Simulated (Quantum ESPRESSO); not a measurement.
# Voltage at the next charge: Fe(110), 5 layers against an electrode

Method. Quantum ESPRESSO 7.5, LDA, GBRV ultrasoft; ESM with bc3, a metal electrode 6.05 Å above the top atoms; cell area 5.824 Å²; ions fixed. V is the potential energy of an electron at the electrode over the slab's Fermi level, divided by e, so that it equals the work function at zero charge; positive charge removes electrons.

| charge (e a cell) | V (V) |
| --- | --- |
| 0 | 5.044 |
| 0.0087 | 6.203 |
| 0.0175 | 7.393 |

One more run was made and is withheld. What is V at a charge of 0.0349 e, and what capacitance do the rows imply?

**Worked estimate.** The last two rows give dV/dq = (7.393 − 6.203)/(0.0175 − 0.0087) = 135.2 V/e, so C = 1602/(5.824 × 135.2) = 2.03 µF/cm², an effective gap of 8.854/2.03 = 4.35 Å. At constant C, V = 7.393 + 135.2 × 0.0174 = 9.75 V.

**The withheld run.** V = 9.786 V; the estimate misses by −0.04 V, 1.7 % of the step. Over the three intervals C goes 2.07, 2.03 and 2.00 µF/cm²: it falls as electrons leave, the surface charge drawing back towards the atoms.

**Limits.** Vacuum fills the gap; a dielectric or electrolyte would change C. The slab is thin.
